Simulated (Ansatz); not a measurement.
## Li2CoCl2F2: relaxing a made-up structure

This structure for Li2CoCl2F2 is made up. Its elements were placed in a known structure type with a cell scaled to their sizes. What cell does the guess relax to, and how far off was it?

Calculated with Ansatz 0.2.0; DFT, PBEsol, plane-wave PAW, files of the set soft_1, scalar-relativistic, ferromagnetic start, cell and ions relaxed at zero pressure; PAW set soft_1, in the first sound run; inputs show where later runs differ.

### 1. Set-up

The structure is orthorhombic, space group Cmmm (No. 65). The conventional cell has a = 6.493 Å, b = 9.064 Å, c = 3.279 Å, α = 90.00°, β = 90.00°, γ = 90.00°. Nearest to Co lie 2 F at 2.10 Å and 4 Cl at 2.17 Å. Nearest to Cl lie 2 Co at 2.17 Å and 2 Li at 2.27 Å. Nearest to F lie 1 Co at 2.10 Å and 4 Li at 2.31 Å. Nearest to Li lie 2 Cl at 2.27 Å and 4 F at 2.31 Å. Farther neighbours and most contacts between anions are not listed.

### 2. Relaxation of the guess

The guessed cell has no reason to be at equilibrium. It is relaxed with the atoms, within the space group of the guess.

Input file input.yaml:

```yaml
crystal:
  lattice:
    - [3.2465, -4.532, 0.0]
    - [3.2465, 4.532, 0.0]
    - [0.0, 0.0, 3.279]
  atoms:
    - { symbol: Co, position: [0.0, 0.0, 0.0], spin: 2.0 }
    - { symbol: Cl, position: [0.22, 0.22, 0.5] }
    - { symbol: Cl, position: [0.78, 0.78, 0.5] }
    - { symbol: F, position: [0.2312, 0.7688, 0.0] }
    - { symbol: F, position: [0.7688, 0.2312, 0.0] }
    - { symbol: Li, position: [0.0, 0.5, 0.5] }
    - { symbol: Li, position: [0.5, 0.0, 0.5] }
magnetization:
  spin_polarized: true
kpoints:
  mp_grid: { grid: [5, 5, 8] }
scf:
  occupations: { method: fermi_dirac, width: 0.05 }
hamiltonian:
  xc: pbesol
  pseudopotentials: { kind: paw, azcp: { folder: soft_1 }, xc_functional: pbe }
relax:
  f_tol: 0.015
  max_steps: 70
  cell: {}
output:
  forces: true
  stress: true
```

Started as:

```
ansatz run input.yaml --threads 4 --pin off --max-ram 10240MiB --backend cpu --events-out ev --progress --plain --runs-dir out
```

Numbers of over 12 decimals in the logs are rounded to 6 here.

The log of the run:

```text
Engine: ansatz 0.2.0, aarch64-unknown-linux-gnu
Pseudopotentials: kind: paw
Pseudopotential: Co, paw, valence charge 17, recommended cutoff 420 eV (normal), soft_1/Co.paw.azcp
Pseudopotential: Cl, paw, valence charge 7, recommended cutoff 420 eV (normal), soft_1/Cl.paw.azcp
Pseudopotential: F, paw, valence charge 7, recommended cutoff 420 eV (normal), soft_1/F.paw.azcp
Pseudopotential: Li, paw, valence charge 3, recommended cutoff 420 eV (normal), soft_1/Li.paw.azcp
Functional definition: PBEsol
  exchange = pbesol_x
  correlation = pbesol_c
Crystal: 7 atoms, lattice volume = 96.489 Å³
Basis set: ecut = 420 eV, 1891 PW (Γ), exchange–correlation on 80×80×48 points (8 copies of the dense FFT grid, shifted against one another)
Bands: 34, of which v1, the nominal top of the filled ones, is band 26 counted from 1 (25 counted from 0)
Symmetry: 8 space group operations
Space group: Cmmm (ITA 65), of the structure as read, at distance tolerance 4.6e-5 Å
Magnetic group: BNS 65.481 (UNI 579), of the structure as read, at distance tolerance 4.6e-5 Å
k-points: 45 of 200
Non-local potential: Co, projectors of the file, l = 0: 3, l = 1: 2, l = 2: 3, l = 3: 1
Non-local potential: Cl, projectors of the file, l = 0: 2, l = 1: 2, l = 2: 1
Non-local potential: F, projectors of the file, l = 0: 2, l = 1: 2, l = 2: 1
Non-local potential: Li, projectors of the file, l = 0: 3, l = 1: 2, l = 2: 1
PAW form: soft (Blöchl's): semilocal exchange-correlation on the pseudo side does not see the compensation charge
PAW frozen core: Co, regenerated for the run's functional, and the local potential with it (the file was generated under x = pbe(κ = 0.804, μ = 0.219515), c = pbe(β = 0.066725))
PAW frozen core: Cl, regenerated for the run's functional, and the local potential with it (the file was generated under x = pbe(κ = 0.804, μ = 0.219515), c = pbe(β = 0.066725))
PAW frozen core: F, regenerated for the run's functional, and the local potential with it (the file was generated under x = pbe(κ = 0.804, μ = 0.219515), c = pbe(β = 0.066725))
PAW one-centre angular grid: Co, 590 points (default); XC on 64 Gauss nodes
PAW one-centre angular grid: Cl, 110 points (default); XC on 64 Gauss nodes
PAW one-centre angular grid: F, 110 points (default); XC on 64 Gauss nodes
PAW one-centre angular grid: Li, 110 points (default); XC on 64 Gauss nodes
Initial density: superposition of atomic densities (chi_scale 0.1, normalization cell, long waves kept (reshape's long-wave potential 0.16 eV rms))
Starting moments: Σ|m| = 2 μB on 1 of 7 sites
Initial wavefunctions: pseudopotential atomic-orbital guess
Functional: x = pbesol(κ = 0.804, μ = 0.123457), c = pbesol(β = 0.046)
SCF iter   1: F=—  HF=-9235.591699 eV  |F-HF|=—  |Δ(HF+E_count)|=         —  Δρ=2.56e-1 (↑1.55e-1 ↓2.56e-1)  dr2=1.55e2  dr2_m=3.02e0  M=0.915 μB ∫|m|=0.945 μB  β_m=0.30  ethr=3.10e-3  ⟨swp⟩=8.5  Hψ=16261  notcnv=0  defer=2
Mixer restart at iter 1: flushing history
preconditioner: auto → Kerker (q_TF=auto, 2.453 Å⁻¹)  [metal: Δε(μ)=0.006 eV  Ē_g=12.877 eV  σ=0.050 eV  W_gap=0.03  n_scr=30 (ndim 8)  ℏωp=23.6 eV  f_vac=0.021  D(μ)=8.17/eV (n_scr^D=92)]
spin=Collinear: Kerker preconditioning applied to the charge; magnetization (m = ρ↑ − ρ↓) channel mixes plain (no charge-response kernel on spin).
SCF iter   2: F=—  HF=-9230.412066 eV  |F-HF|=—  |Δ(HF+E_count)|=    5.18e0  Δρ=4.39e-2 (↑3.32e-2 ↓4.39e-2)  dr2=9.26e0  dr2_m=2.73e-1  M=1.399 μB ∫|m|=1.443 μB  β_m=0.31  ethr=3.10e-3  ⟨swp⟩=4.2  Hψ=9121  notcnv=0  defer=177
SCF iter   3: F=—  HF=-9228.964633 eV  |F-HF|=—  |Δ(HF+E_count)|=    1.45e0  Δρ=3.45e-2 (↑2.17e-2 ↓3.45e-2)  dr2=6.19e0  dr2_m=1.63e-1  M=1.318 μB ∫|m|=1.369 μB  β_m=0.54  ethr=3.10e-3  ⟨swp⟩=2.5  Hψ=5585  notcnv=0  defer=214
SCF iter   4: F=—  HF=-9227.289057 eV  |F-HF|=—  |Δ(HF+E_count)|=    1.68e0  Δρ=1.94e-2 (↑1.94e-2 ↓1.12e-2)  dr2=8.82e-1  dr2_m=2.72e-2  M=1.165 μB ∫|m|=1.232 μB  β_m=0.77  ethr=3.10e-3  ⟨swp⟩=3.5  Hψ=6349  notcnv=0  defer=223
SCF iter   5: F=—  HF=-9227.648082 eV  |F-HF|=—  |Δ(HF+E_count)|=   3.59e-1  Δρ=1.60e-2 (↑1.60e-2 ↓1.37e-2)  dr2=6.75e-1  dr2_m=1.44e-2  M=1.126 μB ∫|m|=1.194 μB  β_m=0.63  ethr=1.73e-3  ⟨swp⟩=3.1  Hψ=7047  notcnv=0  defer=203
SCF iter   6: F=—  HF=-9227.457854 eV  |F-HF|=—  |Δ(HF+E_count)|=   1.90e-1  Δρ=3.91e-3 (↑3.65e-3 ↓3.91e-3)  dr2=5.05e-2  dr2_m=3.45e-3  M=1.133 μB ∫|m|=1.187 μB  β_m=0.75  ethr=1.32e-3  ⟨swp⟩=2.9  Hψ=5577  notcnv=0  defer=190
SCF iter   7: F=—  HF=-9227.471497 eV  |F-HF|=—  |Δ(HF+E_count)|=         —  Δρ=4.16e-3 (↑4.16e-3 ↓1.52e-3)  dr2=2.59e-2  dr2_m=4.41e-3  M=1.164 μB ∫|m|=1.220 μB  β_m=0.75  ethr=9.90e-5  ⟨swp⟩=2.6  Hψ=5179  notcnv=0  defer=189
Mixer restart at iter 7: flushing history
SCF iter   8: F=—  HF=-9227.474023 eV  |F-HF|=—  |Δ(HF+E_count)|=   2.53e-3  Δρ=2.63e-3 (↑1.06e-3 ↓2.63e-3)  dr2=1.12e-2  dr2_m=1.80e-3  M=1.187 μB ∫|m|=1.242 μB  β_m=0.86  ethr=5.08e-5  ⟨swp⟩=2.2  Hψ=4936  notcnv=0  defer=177
SCF iter   9: F=—  HF=-9227.478065 eV  |F-HF|=—  |Δ(HF+E_count)|=   4.04e-3  Δρ=3.93e-3 (↑3.93e-3 ↓1.01e-3)  dr2=1.84e-2  dr2_m=2.53e-3  M=1.215 μB ∫|m|=1.271 μB  β_m=0.49  ethr=2.21e-5  ⟨swp⟩=2.0  Hψ=5928  notcnv=0  defer=176
SCF iter  10: F=—  HF=-9227.476004 eV  |F-HF|=—  |Δ(HF+E_count)|=   2.06e-3  Δρ=3.98e-3 (↑2.40e-3 ↓3.98e-3)  dr2=3.31e-3  dr2_m=8.44e-3  M=1.293 μB ∫|m|=1.345 μB  β_m=0.29  ethr=2.21e-5  ⟨swp⟩=2.0  Hψ=6032  notcnv=0  defer=177
SCF iter  11: F=—  HF=-9227.476730 eV  |F-HF|=—  |Δ(HF+E_count)|=   7.26e-4  Δρ=4.55e-3 (↑3.01e-3 ↓4.55e-3)  dr2=2.40e-3  dr2_m=1.21e-2  M=1.337 μB ∫|m|=1.388 μB  β_m=0.30  ethr=6.48e-6  ⟨swp⟩=1.5  Hψ=3824  notcnv=0  defer=174
SCF iter  12: F=-9227.477655 eV  HF=-9227.478719 eV  |F-HF|=1.06e-3  |Δ(HF+E_count)|=   1.99e-3  Δρ=5.33e-3 (↑3.96e-3 ↓5.33e-3)  dr2=2.53e-3  dr2_m=1.83e-2  M=1.443 μB ∫|m|=1.492 μB  β_m=0.20  ethr=4.70e-6  ⟨swp⟩=1.5  Hψ=3798  notcnv=0  defer=175
SCF iter  13: F=-9227.478699 eV  HF=-9227.478907 eV  |F-HF|=2.08e-4  |Δ(HF+E_count)|=   1.88e-4  Δρ=4.58e-3 (↑4.02e-3 ↓4.58e-3)  dr2=1.54e-3  dr2_m=1.55e-2  M=1.474 μB ∫|m|=1.523 μB  β_m=0.27  ethr=4.70e-6  ⟨swp⟩=2.7  Hψ=4457  notcnv=0  defer=174
SCF iter  14: F=-9227.480508 eV  HF=-9227.480426 eV  |F-HF|=8.25e-5  |Δ(HF+E_count)|=   1.52e-3  Δρ=3.61e-3 (↑3.12e-3 ↓3.61e-3)  dr2=1.14e-3  dr2_m=9.41e-3  M=1.578 μB ∫|m|=1.628 μB  β_m=0.35  ethr=3.01e-6  ⟨swp⟩=2.0  Hψ=5576  notcnv=0  defer=174
[...]
relax step   7: F+E_penalty+E_count = -9228.11822874 eV  Δ(F+E_penalty+E_count) = -1.906e-3 eV  max|allowed force component| = 2.636e-2 eV/Å  Δτ_max = 0.0084 Å  P = +0.080 GPa  Ω = 96.590 Å³  energy of the carried Pulay correction = -1.155e-4 eV  (8 SCF iters, dr2 threshold 4.59e-7 eV, accepted)
relax step   8: F+E_penalty+E_count = -9228.11819335 eV  Δ(F+E_penalty+E_count) = +3.539e-5 eV  max|allowed force component| = 3.885e-3 eV/Å  Δτ_max = 0.0070 Å  P = +0.002 GPa  Ω = 96.995 Å³  energy of the carried Pulay correction = -5.770e-4 eV  (9 SCF iters, dr2 threshold 9.37e-8 eV, accepted)
relax step   9: F+E_penalty+E_count = -9228.12723199 eV  Δ(F+E_penalty+E_count) = -9.039e-3 eV  max|allowed force component| = 3.959e-3 eV/Å  Δτ_max = 0.0000 Å  P = +0.143 GPa  Ω = 96.995 Å³  stress off target by 4.86e-1 GPa  SCF on the basis re-selected at this cell (its energy is not comparable with the rows above)  (10 SCF iters)
relax step  10: F+E_penalty+E_count = -9228.12793657 eV  Δ(F+E_penalty+E_count) = -7.046e-4 eV  max|allowed force component| = 1.096e-2 eV/Å  Δτ_max = 0.0047 Å  P = +0.071 GPa  Ω = 97.200 Å³  energy of the carried Pulay correction = -2.194e-4 eV  (8 SCF iters, dr2 threshold 5.91e-7 eV, accepted)
relax step  11: F+E_penalty+E_count = -9228.12780552 eV  Δ(F+E_penalty+E_count) = +1.310e-4 eV  max|allowed force component| = 4.683e-3 eV/Å  Δτ_max = 0.0006 Å  P = -0.031 GPa  Ω = 97.334 Å³  energy of the carried Pulay correction = -3.745e-4 eV  (8 SCF iters, dr2 threshold 2.18e-8 eV, accepted)
iter 1 solved again at ethr=1.26e-6 eV; its pass at ethr=3.10e-3 eV (dr2=6.42e-4 eV) is discarded
SCF iter   1: F=—  HF=-9228.128166 eV  |F-HF|=—  |Δ(HF+E_count)|=         —  Δρ=2.35e-5 (↑2.35e-5 ↓2.30e-5)  dr2=1.81e-7  dr2_m=5.13e-8  M=2.913 μB ∫|m|=2.950 μB  β_m=0.65  ethr=1.26e-6  ⟨swp⟩=3.1  Hψ=22470  notcnv=0
eigensolver tolerance schedule: the retry pair's looser diagonalisation over-reported the residual by 3557.30 of it (diagonalisation noise at an unbounded share of the residual, at the tolerance the schedule requests for it); recorded, not acted on — ethr = c·dr2/N_el stays at c = 1.0e-1
preconditioner: auto → Kerker (q_TF=auto, 2.144 Å⁻¹)  [metal: Δε(μ)=0.006 eV  Ē_g=13.141 eV  σ=0.050 eV  W_gap=0.03  n_scr=10 (ndim 8)  ℏωp=23.5 eV  f_vac=0.040  D(μ)=3.99/eV (n_scr^D=32)]
spin=Collinear: Kerker preconditioning applied to the charge; magnetization (m = ρ↑ − ρ↓) channel mixes plain (no charge-response kernel on spin).
SCF iter   2: F=—  HF=-9228.128180 eV  |F-HF|=—  |Δ(HF+E_count)|=   1.42e-5  Δρ=8.67e-6 (↑8.67e-6 ↓7.84e-6)  dr2=3.40e-8  dr2_m=5.04e-9  M=2.913 μB ∫|m|=2.950 μB  β_m=0.55  ethr=3.54e-10  ⟨swp⟩=3.0  Hψ=6277  notcnv=0
SCF iter   3: F=—  HF=-9228.128181 eV  |F-HF|=—  |Δ(HF+E_count)|=   1.53e-6  Δρ=3.88e-6 (↑3.88e-6 ↓3.39e-6)  dr2=4.20e-9  dr2_m=1.52e-9  M=2.913 μB ∫|m|=2.950 μB  β_m=0.59  ethr=6.66e-11  ⟨swp⟩=2.0  Hψ=5272  notcnv=0
SCF iter   4: F=—  HF=-9228.128182 eV  |F-HF|=—  |Δ(HF+E_count)|=   7.00e-7  Δρ=2.30e-6 (↑1.17e-6 ↓2.30e-6)  dr2=2.57e-9  dr2_m=1.94e-9  M=2.913 μB ∫|m|=2.950 μB  β_m=0.80  ethr=8.23e-12  ⟨swp⟩=2.0  Hψ=4996  notcnv=0
SCF iter   5: F=—  HF=-9228.128182 eV  |F-HF|=—  |Δ(HF+E_count)|=   1.99e-8  Δρ=1.67e-6 (↑1.31e-6 ↓1.67e-6)  dr2=1.67e-9  dr2_m=1.66e-9  M=2.913 μB ∫|m|=2.950 μB  β_m=0.90  ethr=5.05e-12  ⟨swp⟩=2.0  Hψ=5196  notcnv=0
SCF iter   6: F=—  HF=-9228.128182 eV  |F-HF|=—  |Δ(HF+E_count)|=   2.89e-9  Δρ=7.31e-7 (↑6.00e-7 ↓7.31e-7)  dr2=1.18e-9  dr2_m=1.79e-11  M=2.913 μB ∫|m|=2.950 μB  β_m=0.82  ethr=3.28e-12  ⟨swp⟩=2.3  Hψ=5120  notcnv=0
SCF iter   7: F=—  HF=-9228.128182 eV  |F-HF|=—  |Δ(HF+E_count)|=  3.49e-10  Δρ=2.88e-7 (↑9.79e-8 ↓2.88e-7)  dr2=6.99e-11  dr2_m=1.76e-11  M=2.913 μB ∫|m|=2.950 μB  β_m=0.91  ethr=2.31e-12  ⟨swp⟩=2.0  Hψ=5296  notcnv=0
SCF iter   8: F=-9228.128182 eV  HF=-9228.128182 eV  |F-HF|=0.00e0  |Δ(HF+E_count)|=  1.36e-10  Δρ=7.81e-8 (↑2.96e-8 ↓7.81e-8)  dr2=9.25e-12  dr2_m=1.14e-12  M=2.913 μB ∫|m|=2.950 μB  ethr=1.00e-12  ⟨swp⟩=3.3  Hψ=10642  notcnv=0
SCF 12 converged in 8 iterations: F = -9228.128182 eV  dr2 = 9.25e-12
relax step  12: F+E_penalty+E_count = -9228.12818204 eV  Δ(F+E_penalty+E_count) = -3.765e-4 eV  max|allowed force component| = 4.904e-3 eV/Å  Δτ_max = 0.0000 Å  P = -0.031 GPa  Ω = 97.334 Å³  stress off target by 3.77e-2 GPa  SCF on the basis re-selected at this cell (its energy is not comparable with the rows above)  (8 SCF iters)
basis re-selected at this cell: Δ(F+E_penalty+E_count) = -3.765e-4 eV, ΔP = +0.001 GPa vs the last step (what re-selecting the basis moved, of the pressure what is left beyond the Pulay correction that the steps carried, after the strain that the cell walked since its last selection, with what the two solves' SCF thresholds leave and, on support functions, any second-order correction that the steps lacked; it is no m [...]
SCF converged after 8 iterations
Magnetization: 2.9126 μB (26.9563 up, 24.0437 down)
Absolute magnetization: 2.9499 μB (∫|ρ↑−ρ↓|, with the PAW one-centre terms)
Spin contamination: 0.0116 ħ² per cell (⟨S²⟩ above its minimum at these occupations)
Per-site moments (μB) at R_I (Å): [(2.366753, 0.875049), (0.122025, 0.947406), (0.122025, 0.947406), (0.054150, 0.875049), (0.054150, 0.875049), (0.000777217, 0.929696), (0.000777217, 0.929696)]
Free energy (F): -9228.128182 eV
Harris-Foulkes:  -9228.128182 eV  (|F-HF|=0.00e0)
Internal energy: -9228.093645 eV  (E = F + TS)
E sigma→0 (E₀):  -9228.110913 eV
Entropy (-TS):   -0.034537 eV (-4.934 meV/atom)
Fermi energy:    5.387083 eV
--- Per-component energies (eV) ---
  E_band       = -711.953207
  E_kinetic    = 1022.212283
  E_local      = -6661.983958  (includes V_loc(G=0)·N_el)
  E_nonlocal   = 640.971123
  E_hartree    = 2798.960790
  E_xc         = -472.778193
  E_vxc        = -567.814269  (∫ρ·V_xc dr)
  E_paw        = -3266.904070  (= ΣΔE_a)
  E_vpaw       = -743.262128  (= ΣTr[D̂ρ^β])
  E_aug_tail   = 0.002129  (compensation charges beyond the density's cutoff)
  E_ewald      = -3289.003917
  E_core_change = 0.430169  (= ΣΔE_core)
  E_smearing   = -0.034537  (= −TS)
  E_closure    = -0.000000  (closes the sum)
  Σ components = -9228.128182   (vs F -9228.128182, Δ=0.00e0)
--- Forces (eV/Å), atoms counted from 1 ---
  atom   1  Co     0.00000000     0.00000000     0.00000000
  atom   2  Cl    -0.00425465    -0.00000000    -0.00000000
  atom   3  Cl     0.00425465     0.00000000     0.00000000
  atom   4  F      0.00000000     0.00490434     0.00000000
  atom   5  F     -0.00000000    -0.00490434    -0.00000000
  atom   6  Li    -0.00000000     0.00000000     0.00000000
  atom   7  Li    -0.00000000     0.00000000     0.00000000
  max |Σ_I F_I| component: 8.67e-19 eV/Å
--- Stress (GPa, compression-positive) ---
       -0.037316       0.000000       0.000000
        0.000000      -0.017633      -0.000000
        0.000000      -0.000000      -0.037721
  P = ⅓ Tr σ = -0.0309 GPa (-0.309 kbar)
--- Relaxed structure (10 steps of the walk, 10 accepted, 2 SCFs on fresh bases) ---
  F+E_penalty+E_count = -9228.12818204 eV   max|allowed force component| = 4.904e-3 eV/Å   (the final SCF, on the basis selected at the relaxed cell)
  cell:  # Å, volume = 97.3342 Å³
    - [3.161386, -4.891954, 0.0]
    - [3.161386, 4.891954, 0.0]
    - [0.0, 0.0, 3.146848]
  atoms:
    - { symbol: Co, position: [-3.9021295655117406e-19, -3.7312491323246415e-19, 0.0] }
    - { symbol: Cl, position: [0.264620, 0.264620, 0.5] }
    - { symbol: Cl, position: [0.735380, 0.735380, 0.5] }
    - { symbol: F, position: [0.216818, 0.783182, 0.0] }
    - { symbol: F, position: [0.783182, 0.216818, 0.0] }
    - { symbol: Li, position: [-2.7755575615628914e-17, 0.5, 0.5] }
    - { symbol: Li, position: [0.5, -2.7755575615628914e-17, 0.5] }
```

Elapsed: 74 s, on 4 threads of Arm Neoverse V1, shared host; peak memory 0.57 GiB.

Relaxation path:

```
step  energy less that of the first step (eV)  largest force component (eV/Å)  pressure (GPa)  volume (Å³)
   1                                   0.0000                          1.5528            3.97        96.49
   2                                  -0.4429                          0.7780            3.15        92.77
   3                                  -0.5787                          0.2971            2.15        93.70
   4                                  -0.6093                          0.1318           -0.62        97.21
   5                                  -0.6317                          0.0924           -0.04        96.74
   6                                  -0.6342                          0.0702           -0.01        96.41
   7                                  -0.6361                          0.0264            0.08        96.59
   8                                  -0.6361                          0.0039            0.00        96.99
  9*                                  -0.6451                          0.0040            0.14        96.99
  10                                  -0.6458                          0.0110            0.07        97.20
  11                                  -0.6457                          0.0047           -0.03        97.33
 12*                                  -0.6461                          0.0049           -0.03        97.33
```

Relaxation steps marked * repeat the geometry before them on a plane-wave basis chosen anew for their cell, so energy and pressure can jump there.

Forces are held to the 8 operations that the run works with; a distortion that breaks them can't arise in this run.

```
conventional cell, symmetrised  before  after  change
                         a (Å)   6.493  6.323  -2.6 %
                         b (Å)   9.064  9.784  +7.9 %
                         c (Å)   3.279  3.147  -4.0 %
              volume (Å³/atom)   13.78  13.90  +0.9 %
```

The atoms that moved most (Å, as changes of fractional coordinates times the final cell):

```
atom      dx      dy     dz  length
 Cl3  -0.282   0.000  0.000   0.282
 Cl2   0.282   0.000  0.000   0.282
  F4   0.000   0.141  0.000   0.141
  F5   0.000  -0.141  0.000   0.141
```

Numbers from this step:

| Property | Result |
| --- | --- |
| free energy | -9228.1282 eV |
| energy at zero smearing | -9228.1109 eV |
| smearing term TS | 0.03454 eV |
| Fermi energy | 5.387 eV |
| magnetization | 2.913 μB |
| absolute magnetization | 2.950 μB |
| site moments | 2.367, 0.1220, 0.1220, 0.05415, 0.05415, 7.77e-4, 7.77e-4 μB |
| electrons | 51 |
| symmetry operations | 8 |
| pressure | -0.03089 GPa |

Site moment by atom:

```
atom  site moment (μB)
 Co1              2.37
 Cl2              0.12
 Cl3              0.12
  F4              0.05
  F5              0.05
 Li6              0.00
 Li7              0.00
```

The shortest distance of each pair, which need not be the same contact before and after:

```
 pair  guess (Å)  relaxed (Å)
 Co–F      2.096        2.121
 F–Li      2.313        2.254
Cl–Co      2.175        2.297
Cl–Li      2.274        2.448
Cl–Cl      2.857        2.977
```

The relaxation ends with a largest force component of 0.0049 eV/Å and a pressure of -0.03 GPa.

(Part 1 of 2 ends here.)

[Logs are printed without paths, hosts, clocks, repeated set-up lines and the standing remarks that a program may print on its own settings, such as how far it seeks lower states.]

[Hosts, paths, dates, database ids (printed as entryN), source tags and the programs' standing remarks are cut or masked in the printed files.]
